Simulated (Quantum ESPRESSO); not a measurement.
# Magnetic state of NbCrP from several starts, part 2 of 2

A self-consistent run ends on one state, which hangs on the start. Several orders of NbCrP are started in Quantum ESPRESSO and their energies compared.

Quantum ESPRESSO 7.5; LDA; plane waves with GBRV 1.5 LDA potentials, no spin-orbit coupling.

So far, absolute magnetization (μB): step 2 (run 1, typed as ferro ++++) 4.76.

### 3. Start 2: antiferro +−+−

Contents of pw.in:

```
&CONTROL
  calculation = 'scf'
  prefix = 'pwscf'
  outdir = './tmp'
  pseudo_dir = './pseudo'
  disk_io = 'nowf'
/
&SYSTEM
  ibrav = 0
  celldm(1) = 8
  nat = 12
  ntyp = 4
  ecutwfc = 40
  ecutrho = 280
  nbnd = 81
  occupations = 'smearing'
  smearing = 'fd'
  degauss = 0.00734986
  nspin = 2
  starting_magnetization(1) = 0
  starting_magnetization(2) = 0.1786
  starting_magnetization(3) = -0.1786
  starting_magnetization(4) = 0
/
&ELECTRONS
  conv_thr = 2.4d-08
  electron_maxstep = 150
  mixing_beta = 0.3
/
ATOMIC_SPECIES
Nb     92.9064 nb_lda_v1.uspp.F.UPF
Cr1    51.9961 cr_lda_v1.5.uspp.F.UPF
Cr2    51.9961 cr_lda_v1.5.uspp.F.UPF
P      30.9738 p_lda_v1.5.uspp.F.UPF
CELL_PARAMETERS alat
   1.4854321437684    0.0000000000000    0.0000000000000
   0.0000000000000    0.8352783687448    0.0000000000000
   0.0000000000000    0.0000000000000    1.7530437932210
ATOMIC_POSITIONS crystal
Nb      0.5300557600    0.2500000000    0.8267057800
Nb      0.0300557600    0.2500000000    0.6732942200
Nb      0.9699442400    0.7500000000    0.3267057700
Nb      0.4699442400    0.7500000000    0.1732942300
Cr1     0.3570215600    0.7500000000    0.5622066200
Cr2     0.1429784400    0.2500000000    0.0622066200
Cr1     0.8570215600    0.7500000000    0.9377933800
Cr2     0.6429784400    0.2500000000    0.4377933800
P       0.2699073200    0.2500000000    0.3705804100
P       0.7699073200    0.2500000000    0.1294195900
P       0.7300926800    0.7500000000    0.6294195900
P       0.2300926800    0.7500000000    0.8705804100
K_POINTS automatic
4 8 4 0 0 0
```

Launch:

```sh
> OMP_NUM_THREADS=1 mpirun -n 4 pw.x -nk 4 -in pw.in > pw.out
```

The log of the run:

```text
[banner, memory and clock lines left out]
Program PWSCF v.7.5 starts

     Message from routine setup:
     using ibrav=0 with symmetry is DISCOURAGED, use correct ibrav instead

     bravais-lattice index     =            0
     lattice parameter (alat)  =       8.0000  a.u.
     unit-cell volume          =    1113.6450 (a.u.)^3
     number of atoms/cell      =           12
     number of atomic types    =            4
     number of electrons       =       128.00
     number of Kohn-Sham states=           81
     kinetic-energy cutoff     =      40.0000  Ry
     charge density cutoff     =     280.0000  Ry
     scf convergence threshold =      2.4E-08
     mixing beta               =       0.3000
     number of iterations used =            8  plain     mixing
     Exchange-correlation=  SLA  PZ   NOGX NOGC
                           (   1   1   0   0   0   0   0)

     celldm(1)=   8.000000  celldm(2)=   0.000000  celldm(3)=   0.000000
     celldm(4)=   0.000000  celldm(5)=   0.000000  celldm(6)=   0.000000

     crystal axes: (cart. coord. in units of alat)
               a(1) = (   1.485432   0.000000   0.000000 )
               a(2) = (   0.000000   0.835278   0.000000 )
               a(3) = (   0.000000   0.000000   1.753044 )

     reciprocal axes: (cart. coord. in units 2 pi/alat)
               b(1) = (  0.673205  0.000000  0.000000 )
               b(2) = (  0.000000  1.197206  0.000000 )
               b(3) = (  0.000000  0.000000  0.570436 )

     PseudoPot. # 1 for Nb read from file:
     nb_lda_v1.uspp.F.UPF
     Pseudo is Ultrasoft + core correction, Zval = 13.0

     PseudoPot. # 2 for Cr read from file:
     cr_lda_v1.5.uspp.F.UPF
     Pseudo is Ultrasoft + core correction, Zval = 14.0

     PseudoPot. # 3 for Cr read from file:
     cr_lda_v1.5.uspp.F.UPF
     Pseudo is Ultrasoft + core correction, Zval = 14.0

     PseudoPot. # 4 for P  read from file:
     p_lda_v1.5.uspp.F.UPF
     Pseudo is Ultrasoft + core correction, Zval =  5.0

     atomic species   valence    mass     pseudopotential
     Nb               13.00    92.90640     Nb( 1.00)
     Cr1              14.00    51.99610     Cr( 1.00)
     Cr2              14.00    51.99610     Cr( 1.00)
     P                 5.00    30.97380     P ( 1.00)

     Starting magnetic structure
     atomic species   magnetization
     Nb              0.000
     Cr1             0.179
     Cr2            -0.179
     P               0.000

      4 Sym. Ops. (no inversion) found ( 3 have fractional translation)

   Cartesian axes

     site n.     atom                  positions (alat units)
         1        Nb     tau(   1) = (   0.7873619   0.2088196   1.4492514  )
         2        Nb     tau(   2) = (   0.0446458   0.2088196   1.1803143  )
         3        Nb     tau(   3) = (   1.4407864   0.6264588   0.5727295  )
         4        Nb     tau(   4) = (   0.6980703   0.6264588   0.3037924  )
         5        Cr1    tau(   5) = (   0.5303313   0.6264588   0.9855728  )
         6        Cr2    tau(   6) = (   0.2123848   0.2088196   0.1090509  )
         7        Cr1    tau(   7) = (   1.2730474   0.6264588   1.6439929  )
         8        Cr2    tau(   8) = (   0.9551008   0.2088196   0.7674710  )
         9        P      tau(   9) = (   0.4009290   0.2088196   0.6496437  )
        10        P      tau(  10) = (   1.1436451   0.2088196   0.2268782  )
        11        P      tau(  11) = (   1.0845031   0.6264588   1.1034001  )
        12        P      tau(  12) = (   0.3417871   0.6264588   1.5261656  )

     number of k points=    45  Fermi-Dirac smearing, width (Ry)=  0.0073
                       cart. coord. in units 2pi/alat
        k(    1) = (   0.0000000   0.0000000   0.0000000), wk =   0.0078125
        k(    2) = (   0.0000000   0.0000000   0.1426091), wk =   0.0156250
        k(    3) = (   0.0000000   0.0000000  -0.2852182), wk =   0.0078125
        k(    4) = (   0.0000000   0.1496507   0.0000000), wk =   0.0156250
        k(    5) = (   0.0000000   0.1496507   0.1426091), wk =   0.0312500
        [... 40 further k-points ...]

     Dense  grid:    88151 G-vectors     FFT dimensions: (  64,  36,  80)

     Smooth grid:    38065 G-vectors     FFT dimensions: (  48,  30,  60)

     Check: negative core charge=   -0.000004
     Generating pointlists ...
     new r_m :   0.2539 (alat units)  2.0312 (a.u.) for type    1
     new r_m :   0.2274 (alat units)  1.8195 (a.u.) for type    2
     new r_m :   0.2274 (alat units)  1.8195 (a.u.) for type    3
     new r_m :   0.2274 (alat units)  1.8195 (a.u.) for type    4

     Initial potential from superposition of free atoms

     starting charge     123.9907, renormalised to     128.0000

     negative rho (up, down):  2.639E-03 2.639E-03
     Starting wfcs are  108 randomized atomic wfcs

     Self-consistent Calculation

     iteration #  1     ecut=    40.00 Ry     beta= 0.30
     Davidson diagonalization with overlap
     ethr =  1.00E-02,  avg # of iterations =  2.8

     negative rho (up, down):  1.954E-03 1.954E-03

     total energy              =   -1234.36977443 Ry
     estimated scf accuracy    <      10.55855579 Ry

     total magnetization       =     0.00 Bohr mag/cell
     absolute magnetization    =     6.50 Bohr mag/cell

     iteration #  2     ecut=    40.00 Ry     beta= 0.30
     Davidson diagonalization with overlap
     ethr =  8.25E-03,  avg # of iterations =  5.1

     negative rho (up, down):  2.562E-03 2.562E-03

     total energy              =   -1234.46185843 Ry
     estimated scf accuracy    <      32.24794270 Ry

     total magnetization       =    -0.00 Bohr mag/cell
     absolute magnetization    =     1.70 Bohr mag/cell

     [... further iterations left out ...]

     iteration # 21     ecut=    40.00 Ry     beta= 0.30
     Davidson diagonalization with overlap
     ethr =  1.93E-10,  avg # of iterations =  1.9

     negative rho (up, down):  2.423E-03 2.423E-03

     total energy              =   -1237.25976901 Ry
     estimated scf accuracy    <       0.00000008 Ry

     total magnetization       =    -0.00 Bohr mag/cell
     absolute magnetization    =     2.95 Bohr mag/cell

     iteration # 22     ecut=    40.00 Ry     beta= 0.30
     Davidson diagonalization with overlap
     ethr =  5.93E-11,  avg # of iterations =  3.1

     negative rho (up, down):  2.424E-03 2.423E-03

     Magnetic moment per site  (integrated on atomic sphere of radius R)
     atom   1 (R=0.254)  charge= 10.1836  magn= -0.0106
     atom   2 (R=0.254)  charge= 10.1836  magn= -0.0106
     atom   3 (R=0.254)  charge= 10.1836  magn=  0.0106
     atom   4 (R=0.254)  charge= 10.1836  magn=  0.0106
     atom   5 (R=0.227)  charge= 11.9228  magn=  0.6069
     atom   6 (R=0.227)  charge= 11.9228  magn= -0.6073
     atom   7 (R=0.227)  charge= 11.9228  magn=  0.6069
     atom   8 (R=0.227)  charge= 11.9228  magn= -0.6073
     atom   9 (R=0.227)  charge=  2.9251  magn=  0.0026
     atom  10 (R=0.227)  charge=  2.9251  magn=  0.0026
     atom  11 (R=0.227)  charge=  2.9251  magn= -0.0026
     atom  12 (R=0.227)  charge=  2.9251  magn= -0.0026

     End of self-consistent calculation

     [... lines left out ...]
     the Fermi energy is    17.4870 ev

!    total energy              =   -1237.25976903 Ry
     estimated scf accuracy    <          4.8E-09 Ry
     smearing contrib. (-TS)   =      -0.03380677 Ry
     internal energy E=F+TS    =   -1237.22596226 Ry

     The total energy is F=E-TS. E is the sum of the following terms:
     one-electron contribution =    -368.78320673 Ry
     hartree contribution      =     255.14164091 Ry
     xc contribution           =    -186.70451053 Ry
     ewald contribution        =    -936.87988591 Ry

     total magnetization       =    -0.00 Bohr mag/cell
     absolute magnetization    =     2.95 Bohr mag/cell

     convergence has been achieved in  22 iterations
```

Run time: 7.6 min. Hardware: 4 MPI ranks of Intel Xeon Platinum 8259CL at 2.50GHz (Skylake/Cascade Lake), shared host; peak memory 1.3 GiB.

Spin moment in the atom's sphere by atom:

```tsv
atom	spin moment in the atom's sphere (μB)
Nb1	-0.011
Nb2	-0.011
Nb3	0.011
Nb4	0.011
Cr5	0.607
Cr6	-0.607
Cr7	0.607
Cr8	-0.607
P9	0.003
P10	0.003
P11	-0.003
P12	-0.003
```

Numbers from this step:

- smearing term TS: 0.4600 eV
- magnetization: 0 μB
- absolute magnetization: 2.951 μB
- final state: antiferromagnetic

### 4. Run 3 (antiferro ++−−)

Changes to pw.in since step 3:

```diff
@@ -44,4 +44,4 @@
 Cr1     0.3570215600    0.7500000000    0.5622066200
-Cr2     0.1429784400    0.2500000000    0.0622066200
-Cr1     0.8570215600    0.7500000000    0.9377933800
+Cr1     0.1429784400    0.2500000000    0.0622066200
+Cr2     0.8570215600    0.7500000000    0.9377933800
 Cr2     0.6429784400    0.2500000000    0.4377933800
```

The log of the run:

```text
     [... lines left out ...]
Program PWSCF v.7.5 starts
     [... lines left out ...]
     number of atoms/cell      =           12
     [... lines left out ...]
     number of electrons       =       128.00
     number of Kohn-Sham states=           81
     kinetic-energy cutoff     =      40.0000  Ry
     charge density cutoff     =     280.0000  Ry
     scf convergence threshold =      2.4E-08
     [... lines left out ...]
      4 Sym. Ops. (no inversion) found ( 3 have fractional translation)
     [... lines left out ...]
     number of k points=    45  Fermi-Dirac smearing, width (Ry)=  0.0073
     [... lines left out ...]
     iteration # 19     ecut=    40.00 Ry     beta= 0.30
     [... lines left out ...]
     Magnetic moment per site  (integrated on atomic sphere of radius R)
     atom   1 (R=0.254)  charge= 10.1839  magn=  0.0040
     atom   2 (R=0.254)  charge= 10.1839  magn= -0.0040
     atom   3 (R=0.254)  charge= 10.1839  magn=  0.0040
     atom   4 (R=0.254)  charge= 10.1839  magn= -0.0040
     atom   5 (R=0.227)  charge= 11.9239  magn=  0.7519
     atom   6 (R=0.227)  charge= 11.9239  magn=  0.7519
     atom   7 (R=0.227)  charge= 11.9239  magn= -0.7527
     atom   8 (R=0.227)  charge= 11.9239  magn= -0.7527
     atom   9 (R=0.227)  charge=  2.9252  magn= -0.0012
     atom  10 (R=0.227)  charge=  2.9251  magn=  0.0012
     atom  11 (R=0.227)  charge=  2.9251  magn=  0.0012
     atom  12 (R=0.227)  charge=  2.9252  magn= -0.0012
     [... lines left out ...]
     the Fermi energy is    17.4806 ev
!    total energy              =   -1237.26126999 Ry
     estimated scf accuracy    <       0.00000002 Ry
     smearing contrib. (-TS)   =      -0.03174306 Ry
     [... lines left out ...]
     total magnetization       =    -0.00 Bohr mag/cell
     absolute magnetization    =     3.65 Bohr mag/cell
     convergence has been achieved in  19 iterations
```

Elapsed: 6.8 min, on 4 MPI ranks; peak memory 1.3 GiB.

Spin moment in the atom's sphere by atom:

```tsv
atom	spin moment in the atom's sphere (μB)
Nb1	0.004
Nb2	-0.004
Nb3	0.004
Nb4	-0.004
Cr5	0.752
Cr6	0.752
Cr7	-0.753
Cr8	-0.753
P9	-0.001
P10	0.001
P11	0.001
P12	-0.001
```

This step gave:

| Item | Value |
| --- | --- |
| smearing term TS | 0.4319 eV |
| magnetization | 0 μB |
| absolute magnetization | 3.655 μB |
| final state | antiferromagnetic |

### 5. Energies of the orders

An order is kept where moments of 0.15 μB or more survive with the typed signs; meshes match where a doubled cell samples the same k points as the first cell.

Orders:

```tsv
start	final state	typed order kept	energy over the lowest (meV a seeded atom)	largest site moment (μB)	net moment (μB a cell of the first run)	mesh matched	CPU time (s)
ferro ++++	ferromagnetic	yes	0	0.9783	4.475	yes	1474
antiferro +-+-	antiferromagnetic	yes	19.49	0.6073	9.26e-4	yes	1829
antiferro ++--	antiferromagnetic	yes	14.39	0.7527	0.001593	yes	1625
```

### 6. Summary of results

```yaml
lowest_state_found: ferromagnetic (from ferro ++++)
largest_site_moment: 0.978 μB
next_state_with_moments: antiferromagnetic, 14.4 meV a seeded atom higher
```

What this shows: The smearing terms TS of the orders run from 95 to 115 meV a seeded atom, so the differences would change at a smaller width: an order with a larger TS is lowered more by the smearing. This is the lowest of 3 collinear or spinless starts, no proof of the ground state. Energies are free energies at an electronic temperature of 1160 K, which lowers moments and differences where the moments are itinerant.

[Logs and program files are shortened in this print: banners, set-up blocks, solver, clock and traceback lines can be left out without a mark of their own.]

[Logs are printed without paths, hosts, clocks, repeated set-up lines and the standing remarks that a program may print on its own settings, such as how far it seeks lower states.]

[Hosts, paths, dates, database ids (printed as entryN), source tags and the programs' standing remarks are cut or masked in the printed files.]

[Where a cell is said to come from a database of computed structures, the database is the Materials Project.]
